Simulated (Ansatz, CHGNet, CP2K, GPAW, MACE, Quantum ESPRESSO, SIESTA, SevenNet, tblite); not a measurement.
## Ta(100)/ZrC(100) interface (56 atoms) in other programs, against a plane-wave reference

How near do other programs and methods come to a plane-wave reference for Ta(100)/ZrC(100) interface (56 atoms)? A plane-wave run serves as the reference.

Main program and level: Ansatz 0.2.0; Kohn-Sham DFT, PBE, PAW, plane waves.

## 1. The starting structure

The cell holds 56 atoms: 24 Ta, 16 Zr and 16 C. Its edges and angles: a = 13.619 Å, b = 6.606 Å, c = 11.983 Å, α = 90.0°, β = 90.0°, γ = 104.0°. Bcc Ta(100), 3 repeat layers, 8 surface cells, strained -0.00 and +0.00 %; rock-salt ZrC(100), 2 layers, 8 cells, -0.57 and -0.57 %; outer planes 3.13 Å apart and 3.19 Å at the second interface of the periodic stack; not relaxed, displaced by a Gaussian of 0.02 Å. Then every atom was moved at random, 0.02 Å r.m.s. a Cartesian component. Regions: Ta, 24 atoms (24 Ta); ZrC, 32 atoms (16 Zr and 16 C). The structure's axis is c.

## 2. Plane-wave reference

The PAW files are the set soft_2.

Input file input.yaml:

```yaml
crystal:
  lattice:
    - [13.6186, 0.0, 0.0]
    - [-1.60219, 6.40876, 0.0]
    - [0.0, 0.0, 11.98281]
  atoms:
    - { symbol: Ta, position: [0.74718, 0.36808, 0.99353] }
    - { symbol: Ta, position: [0.62483, 0.57201, 0.13593] }
    - { symbol: Ta, position: [0.5002, 0.24774, 0.27793] }
    - { symbol: Ta, position: [0.7487, 0.86377, 0.00106] }
    [... 46 atom lines left out ...]
    - { symbol: Zr, position: [0.40371, 0.66381, 0.73456] }
    - { symbol: C, position: [0.52874, 0.48048, 0.73507] }
    - { symbol: Zr, position: [0.27369, 0.34537, 0.53752] }
    - { symbol: C, position: [0.15187, 0.53555, 0.53967] }
    - { symbol: Zr, position: [0.15212, 0.53506, 0.7373] }
    - { symbol: C, position: [0.27969, 0.35508, 0.73653] }
kpoints:
  mp_grid: { grid: [1, 1, 1] }
hamiltonian:
  xc: pbe
scf:
  occupations: { method: fermi_dirac, width: 0.05 }
output:
  forces: true
  eigenvalues: true
  populations: true
  stress: true
```

Launch:

```bash
$ ansatz run input.yaml --threads 4 --pin off --max-ram 8192MiB --backend cpu --events-out ev --progress --plain --runs-dir out
```

Numbers of over 12 decimals in the logs are rounded to 6 here.

Output:

```text
[...]
Pseudopotentials: kind: paw
Pseudopotential: Ta, paw, valence charge 13, recommended cutoff 420 eV (normal), Ta.paw.azcp
Pseudopotential: Zr, paw, valence charge 12, recommended cutoff 420 eV (normal), Zr.paw.azcp
Pseudopotential: C, paw, valence charge 4, recommended cutoff 420 eV (normal), C.paw.azcp
[... 5 lines on functional and potentials left out ...]
Crystal: 56 atoms, lattice volume = 1045.840 Å³
Basis set: ecut = 420 eV, 20443 PW (Γ), exchange–correlation on 192×90×162 points (8 copies of the dense FFT grid, shifted against one another)
Bands: 341, of which v1, the nominal top of the filled ones, is band 284 counted from 1 (283 counted from 0)
Symmetry: 1 space group operations
Space group: P1 (ITA 1), of the structure as read, at distance tolerance 1.0e-4 Å
k-points: 1
[... 7 lines on functional and potentials left out ...]
Initial density: superposition of atomic densities (neutral atoms: chi_scale 0, normalization atom), corrected by the library's trained network
Initial wavefunctions: pseudopotential atomic-orbital guess
[...]
SCF iter   1: F=—  HF=-309319.552934 eV  |F-HF|=—  |Δ(HF+E_count)|=         —  Δρ=1.73e-2  dr2=1.86e1  ethr=1.77e-3  ⟨swp⟩=11.0  Hψ=1671  notcnv=0
preconditioner: auto → Kerker (q_TF=auto, 2.464 Å⁻¹)  [metal: Δε(μ)=0.110 eV  Ē_g=4.453 eV  σ=0.050 eV  W_gap=0.40  n_scr=268 (ndim 8)  ℏωp=18.1 eV  f_vac=0.000  D(μ)=38.60/eV (n_scr^D=304)]
[...]
SCF iter   8: F=—  HF=-309318.357169 eV  |F-HF|=—  |Δ(HF+E_count)|=   4.26e-8  Δρ=3.89e-6  dr2=4.08e-7  ethr=6.41e-10  ⟨swp⟩=2.0  Hψ=449  notcnv=0  defer=12
SCF iter   9: F=-309318.357169 eV  HF=-309318.357169 eV  |F-HF|=2.19e-8  |Δ(HF+E_count)|=   2.27e-9  Δρ=1.08e-6  dr2=3.87e-8  ethr=1.76e-11  ⟨swp⟩=15.0  Hψ=1243  notcnv=0
SCF 1 converged in 9 iterations: F = -309318.357169 eV  dr2 = 3.87e-8
[...]
SCF converged after 9 iterations
Free energy (F): -309318.357169 eV
Harris-Foulkes:  -309318.357169 eV  (|F-HF|=2.19e-8)
Internal energy: -309317.961581 eV  (E = F + TS)
E sigma→0 (E₀):  -309318.159375 eV
Entropy (-TS):   -0.395588 eV (-7.064 meV/atom)
Fermi energy:    13.405625 eV
--- Per-component energies (eV) ---
[...]
Σ components = -309318.357169   (vs F -309318.357169, Δ=0.00e0)
--- Forces (eV/Å), atoms counted from 1 ---
  atom   1  Ta     0.43997588     0.45498082     1.43203687
  atom   2  Ta     0.20335729    -1.35572770     0.10448336
  atom   3  Ta    -0.15112758    -0.08638388    -1.14125917
  atom   4  Ta     0.37923731     0.75894467     0.65384302
[...]
atom  56  C     -0.27533832    -0.54054686    -0.71694612
  max |Σ_I F_I| component: 6.37e-5 eV/Å
--- Stress (GPa, compression-positive) ---
      -10.719885      -0.487493       2.194945
       -0.487493      -8.959932       1.560042
        2.194945       1.560042     -15.029165
  P = ⅓ Tr σ = -11.5697 GPa (-115.697 kbar)
--- Band table (eV) ---
  k-point 0: bands = ["-54.8110", "-54.7955", "-54.7712", "-54.7601", [... 325 levels ...], "15.4528", "15.4848", "15.5258", "15.5651", "15.5829", "15.6063", "15.6211", "15.6520", "15.7766", "15.8173", "15.8409", "15.8832"]
--- Löwdin populations: 56 sites ---
  site symbol       q [e]
     0     Ta     12.7722
     1     Ta     12.9396
     2     Ta     12.7724
[...]
55      C      4.7812
  spilling = 0.005748 (of n_electrons = 568.000000)
```

It took 15 s on 4 threads of Arm Neoverse V1, shared host; peak memory 1.4 GiB.

Reading the cycles: dr2 is the Hartree energy of the density residual (eV), the measure of convergence; HF is the Harris–Foulkes estimate of the energy, which meets the free energy F at convergence.

The run gave:

```yaml
free_energy: -309318.3572 eV
free_energy_per_atom: -5523.5421 eV/atom
scf_cycles: 9
pressure: -11.57 GPa
r_m_s_force_component: 0.4773 eV/Å
longest_force: 1.566 eV/Å
fermi_energy: 13.41 eV
levels_partly_filled_by_over_2_per_cent: 8
spilling_of_the_projection: 0.005748
```

Length of the force by element:

| element | coordination | atoms | mean length of the force (eV/Å) | spread | least | most |
| --- | --- | --- | --- | --- | --- | --- |
| C | all | 16 | 0.695 | 0.146 | 0.484 | 0.939 |
| Ta | all | 24 | 0.896 | 0.360 | 0.241 | 1.57 |
| Zr | all | 16 | 0.654 | 0.248 | 0.252 | 1.16 |

Löwdin charges by element (they lack the spilled electrons, 0.058 e an atom on average):

| element | coordination | atoms | mean charge (e) | spread | least | most |
| --- | --- | --- | --- | --- | --- | --- |
| C | all | 16 | -0.782 | 0.0065 | -0.794 | -0.769 |
| Ta | all | 24 | 0.160 | 0.0683 | 0.0543 | 0.234 |
| Zr | all | 16 | 0.746 | 0.0171 | 0.712 | 0.774 |

By region:

| region | atoms | mean length of the force (eV/Å) |
| --- | --- | --- |
| Ta | 24 | 0.896 |
| ZrC | 32 | 0.674 |

The levels nearest the highest filled one (over half full), pooled over k-points and spins:

| level less the highest filled one (eV) | occupation |
| --- | --- |
| -0.0794 | 1.87 |
| -0.0714 | 1.85 |
| -0.0456 | 1.75 |
| -0.0371 | 1.72 |
| -0.0122 | 1.57 |
| 0 | 1.48 |
| 0.0628 | 0.899 |
| 0.0686 | 0.843 |
| 0.296 | 0.015 |
| 0.309 | 0.012 |
| 0.329 | 0.008 |
| 0.358 | 0.004 |

The run ends at a pressure of -11.57 GPa, with forces up to 1.6 eV/Å.

## 3. Local order

Density 9.52 g/cm³, 18.68 Å³ an atom.

g(r), total and by pair (bins of 0.2 Å):

| r (Å) | total | Ta-Ta | Ta-C | Ta-Zr | C-C | C-Zr | Zr-Zr |
| --- | --- | --- | --- | --- | --- | --- | --- |
| 2.20 | 0.52 | 0.00 | 0.00 | 0.00 | 0.00 | 3.15 | 0.00 |
| 2.40 | 3.36 | 0.00 | 0.00 | 0.00 | 0.00 | 20.54 | 0.00 |
| 2.60 | 0.00 | 0.00 | 0.00 | 0.00 | 0.00 | 0.00 | 0.00 |
| 2.80 | 1.64 | 8.91 | 0.00 | 0.00 | 0.00 | 0.00 | 0.00 |
| 3.00 | 0.43 | 2.35 | 0.00 | 0.00 | 0.00 | 0.00 | 0.00 |
| 3.20 | 1.67 | 3.12 | 0.00 | 0.00 | 7.90 | 0.00 | 5.50 |
| 3.40 | 3.39 | 4.28 | 1.11 | 1.39 | 11.10 | 0.00 | 13.38 |
| 3.60 | 0.34 | 0.00 | 0.91 | 0.49 | 0.00 | 0.00 | 0.00 |
| 3.80 | 0.38 | 0.00 | 0.69 | 0.85 | 0.00 | 0.00 | 0.00 |
| 4.00 | 0.79 | 0.00 | 0.00 | 0.00 | 0.00 | 4.85 | 0.00 |
| 4.20 | 0.23 | 0.00 | 0.00 | 0.00 | 0.00 | 1.44 | 0.00 |
| 4.40 | 0.05 | 0.00 | 0.05 | 0.16 | 0.00 | 0.00 | 0.00 |
| 4.60 | 1.82 | 4.00 | 0.93 | 0.87 | 4.04 | 0.00 | 3.91 |
| 4.80 | 0.69 | 1.28 | 0.84 | 0.47 | 0.73 | 0.00 | 0.88 |
| 5.00 | 0.65 | 0.00 | 1.17 | 1.49 | 0.00 | 0.00 | 0.00 |
| 5.20 | 2.46 | 0.00 | 1.29 | 1.30 | 0.00 | 11.21 | 0.00 |
| 5.40 | 0.81 | 4.18 | 0.04 | 0.00 | 0.00 | 0.23 | 0.00 |
| 5.60 | 0.94 | 2.30 | 0.69 | 0.79 | 1.22 | 0.00 | 0.71 |
| 5.80 | 1.68 | 1.10 | 1.28 | 1.19 | 5.15 | 0.00 | 5.59 |
| 6.00 | 0.39 | 0.00 | 0.75 | 0.84 | 0.00 | 0.00 | 0.00 |
| 6.20 | 0.42 | 0.00 | 0.85 | 0.88 | 0.00 | 0.00 | 0.00 |
| 6.40 | 0.58 | 0.00 | 1.25 | 1.14 | 0.00 | 0.00 | 0.00 |
| 6.60 | 1.32 | 1.58 | 1.16 | 1.43 | 2.38 | 0.00 | 2.37 |
| 6.80 | 0.74 | 0.00 | 1.72 | 1.32 | 0.00 | 0.00 | 0.00 |
| 7.00 | 0.92 | 0.00 | 0.42 | 0.51 | 0.00 | 4.22 | 0.00 |
| 7.20 | 1.15 | 1.78 | 1.62 | 1.69 | 0.00 | 0.00 | 0.06 |
| 7.40 | 2.25 | 3.39 | 1.45 | 1.41 | 5.72 | 0.00 | 5.65 |
| 7.60 | 0.65 | 0.00 | 1.20 | 1.29 | 0.00 | 0.22 | 0.00 |

## 4. The other programs

The programs:
- CHGNet: machine-learned potential, published weights.
- CP2K 2026.2: Gaussian basis with GTH pseudopotentials and a plane-wave density; labels give functional, basis (MOLOPT sets; SR short-range, UZH the newer set with its own potentials), grid cutoff/relative cutoff and solver (OT: orbital transformation; TRS4, TC2, SIGN: linear-scaling purification with its sparsity filter), or its built-in tight binding.
- GPAW 26.7.0: PAW with atomic orbitals (LCAO), plane waves or a real-space grid of spacing h.
- MACE: machine-learned potential, published weights.
- Quantum ESPRESSO 7.5: plane waves; labels (QE) give functional, pseudopotential set and cutoffs of waves/density.
- SIESTA 5.4.2: numerical atomic orbitals, whose automatically made sets are far from complete, with PseudoDojo norm-conserving potentials that we converted to its format (checked against plane waves on the same files for H, C, O, Si, Ge and Ca alone); labels give functional, basis size, energy shift and mesh cutoff.
- SevenNet: machine-learned potential, published weights.
- tblite 0.8.0: extended tight binding, driven from Python.

All use the same cell and atoms; the electronic-structure runs use the same k-mesh, and an electronic temperature of 580 K (0.05 eV) where levels are smeared.

Differences are against the plane-wave reference, forces as r.m.s. over components; share is that over the reference's r.m.s. force, slope the least-squares factor from reference forces to these. Total energies of different programs have different zeros and aren't compared.

| run | Δ force, r.m.s. (meV/Å) | share (%) | slope | Δ pressure (GPa) | cores | CPU time | memory (GiB) |
| --- | --- | --- | --- | --- | --- | --- | --- |
| reference | - | - | - | - | 4 | 56 s | 1.4 |
| CHGNet r2SCAN potential | 325 | 68.2 | 0.353 | -1.58 | 1 | 3.9 s | 0.69 |
| CP2K PBE, DZVP-UZH, 300/50 Ry, diagonalisation (coarse) | 43.7 | 9.16 | 1.013 | 0.534 | 4 | 21 min | 4.2 |
| CP2K PBE, DZVP-UZH, 600/50 Ry, diagonalisation | 43.6 | 9.13 | 1.012 | 0.535 | 4 | 22 min | 6.1 |
| GPAW PBE, plane waves 450 eV | 19.6 | 4.12 | 0.996 | -0.984 | 2 | 9.5 min | 1.3 |
| MACE MP-0b3 medium potential | 404 | 84.7 | 0.355 | 2.52 | 1 | 8.5 s | 0.8 |
| QE PBE, sg15-1.2, 60/240 Ry (coarse) | 20.2 | 4.24 | 0.984 | -0.125 | 4 | 19 min | 2.1 |
| QE PBE, sssp-1.3.0-efficiency, 45/360 Ry | 3.86 | 0.809 | 1.005 | -0.487 | 4 | 13 min | 3.5 |
| QE PBE, sssp-1.3.0-efficiency, 45/360 Ry, cg | 3.9 | 0.817 | 1.005 | -0.488 | 4 | 63 min | 3.4 |
| SIESTA PBE, DZP, shift 0.01 Ry, mesh 300 Ry | 80.8 | 16.9 | 0.977 | -1.34 | 2 | 6.9 min | 1.3 |
| SIESTA PBE, TZP, shift 0.01 Ry, mesh 300 Ry | 58.4 | 12.2 | 1.011 | -1.85 | 2 | 9.4 min | 1.6 |
| SIESTA RPBE, PBE potentials, DZP, shift 0.01 Ry, mesh 300 Ry | 89.9 | 18.8 | 0.939 | 0.956 | 2 | 6.5 min | 1.3 |
| SevenNet 0 potential | 529 | 111 | 0.354 | 2.62 | 1 | 8.5 s | 0.69 |
| tblite GFN1-xTB | 983 | 206 | -0.340 | 5.88 | 1 | 5.3 s | 0.11 |

Rows marked coarse were listed beforehand as settings not expected to be converged; some can still land near the reference.

Times of the machine-learned potentials are mostly Python's start and the loading of weights.

CPU time is summed over cores on a shared host, where runs went side by side, so it is rough. Symmetry, cutoffs, thresholds, outputs and thread counts weren't matched or tuned between programs; memory under MPI is the largest rank's times the ranks.

Runs without a result: CP2K GFN1-xTB, diagonalisation (not converged, the SCF not settling); GPAW PBE, LCAO dzp, h 0.2 Å (cut off at its time limit of 7.4 min); GPAW PBE, LCAO szp(dzp), h 0.2 Å (cut off at its time limit of 4.6 min); GPAW PBE, LCAO sz(dzp), h 0.2 Å (cut off at its time limit of 2.8 min).

Mean charges by element (e), by run and scheme:

| run | scheme | Ta | Zr | C |
| --- | --- | --- | --- | --- |
| reference | Löwdin | +0.16 | +0.75 | -0.78 |
| CP2K PBE, DZVP-UZH, 600/50 Ry, diagonalisation | Mulliken | +0.05 | +0.25 | -0.33 |
| CP2K PBE, DZVP-UZH, 600/50 Ry, diagonalisation | Hirshfeld | +0.05 | +0.24 | -0.32 |
| SIESTA PBE, DZP, shift 0.01 Ry, mesh 300 Ry | Hirshfeld | +0.08 | +0.18 | -0.29 |
| SIESTA PBE, TZP, shift 0.01 Ry, mesh 300 Ry | Hirshfeld | +0.08 | +0.19 | -0.30 |
| SIESTA RPBE, PBE potentials, DZP, shift 0.01 Ry, mesh 300 Ry | Hirshfeld | +0.08 | +0.18 | -0.30 |
| tblite GFN1-xTB | Mulliken | -0.11 | +1.26 | -1.09 |

The reference's Löwdin charges lack the electrons that the projection spills, 0.058 e an atom on average.

Within one program, basis, potentials and functional, energies share a zero. Each run against its twin at the usual cutoff or grid and solver:

| run | twin | Δ energy (meV/atom) | Δ force, r.m.s. (meV/Å) | CPU time over the twin's |
| --- | --- | --- | --- | --- |
| CP2K PBE, DZVP-UZH, 300/50 Ry, diagonalisation | DZVP-UZH, 600/50 Ry, diagonalisation | 0.0172 | 4.02 | 0.94 |
| QE PBE, sssp-1.3.0-efficiency, 45/360 Ry, cg | sssp-1.3.0-efficiency, 45/360 Ry | 0 | 0.351 | 4.8 |

## 5. Summary of results

```
reference r.m.s. force component                       : 0.477 eV/Å
nearest in forces                                      : QE PBE, sssp-1.3.0-efficiency, 45/360 Ry, 0.81 %
farthest in forces                                     : tblite GFN1-xTB, 206 %
cheapest electronic-structure run beside the reference : tblite GFN1-xTB, 5.3 s of CPU time
```

In words: PBE on plane waves or a grid with other potentials, cutoffs or grids, coarse settings apart, differs from the reference by 0.81 % (QE PBE, sssp-1.3.0-efficiency, 45/360 Ry) to 4.1 % (GPAW PBE, plane waves 450 eV) of the r.m.s. force; this holds the reference's own error, so differences of a few per cent don't tell which side is nearer the exact PBE result (QE's 45 Ry are 612 eV, against the reference's 420 eV). The PBE runs in local orbitals, coarse settings apart, differ by 9.1 % (CP2K PBE, DZVP-UZH, 600/50 Ry, diagonalisation) to 17 % (SIESTA PBE, DZP, shift 0.01 Ry, mesh 300 Ry); basis, grid and potentials can all enter. Tight binding differs by 206 % (tblite GFN1-xTB); it is another model, with fitted parameters of its own, and the xTB methods hold dispersion. Machine-learned potentials differ by 68 % (CHGNet r2SCAN potential) to 111 % (SevenNet 0 potential); they were trained on other programs' data, some at another functional. The reference samples few k-points for this cell, and its sampling error, which other DFT runs on the same mesh share, can be part of so large a difference. Among those trained on PBE data the slope goes as low as 0.35, with a correlation of 0.37, so directions differ as well as sizes. Rows with another functional or a dispersion term differ by 19 % (SIESTA RPBE, PBE potentials, DZP, shift 0.01 Ry, mesh 300 Ry), which mixes the change of model with differences of basis and potentials, some of them made for another functional. Runs with settings chosen to be coarse differ by 4.2 % (QE PBE, sg15-1.2, 60/240 Ry) to 9.2 % (CP2K PBE, DZVP-UZH, 300/50 Ry, diagonalisation), their programs' other errors included. One electronic-structure run takes under half the reference's CPU time: tblite GFN1-xTB, at 206 % in 5.3 s against 56 s, too far off to be of use; its pressure misses by +5.9 GPa. In pressure, SIESTA PBE, TZP, shift 0.01 Ry, mesh 300 Ry misses by -1.8 GPa, at the same functional. Charges hang on model, scheme and program or settings: among these rows the mean for Ta runs from -0.11 to +0.16 e, even in sign. In the reference: counting bands leaves a spacing of only 0.063 eV (at Γ alone), which the smearing bridges: 8 levels are partly filled by over 2 %, so a gap, if any, is small at this level. In the reference: mean Löwdin charges: C -0.78, Ta +0.16, Zr +0.75 e (they miss 0.57 % of the electrons, so they add up to more than the cell's charge). Periodic xTB results under one method name differ between programs and library versions. The potentials hold different valence shells: 568 electrons in the reference, 904 in Quantum ESPRESSO with SG15; this bears on time and differences. Machine-learned potentials mimic data converged in k, so the reference's own k-point error enters their differences. The reference's stress is far from hydrostatic: its diagonal is -10.7, -9.0, -15.0 GPa, compression counted positive. The host structure and its lattice constant were typed by rule, without a check against the phase diagram. The reference's pressure of -12 GPa says that the cell would shrink at this level of theory. The electronic-structure runs sample only Γ, in a cell whose shortest periodic width is 6 Å, which is coarse for a cell with partly filled levels. Spin–orbit coupling is left out, which matters for the levels of the heavy elements.

[Also dropped from logs without a mark: logging warnings of Python, and SIESTA's first energy breakdown and zero terms.]

[Logs are printed without paths, hosts, clocks, repeated set-up lines and the standing remarks that a program may print on its own settings, such as how far it seeks lower states.]

[Hosts, paths, dates, database ids (printed as entryN), source tags and the programs' standing remarks are cut or masked in the printed files.]
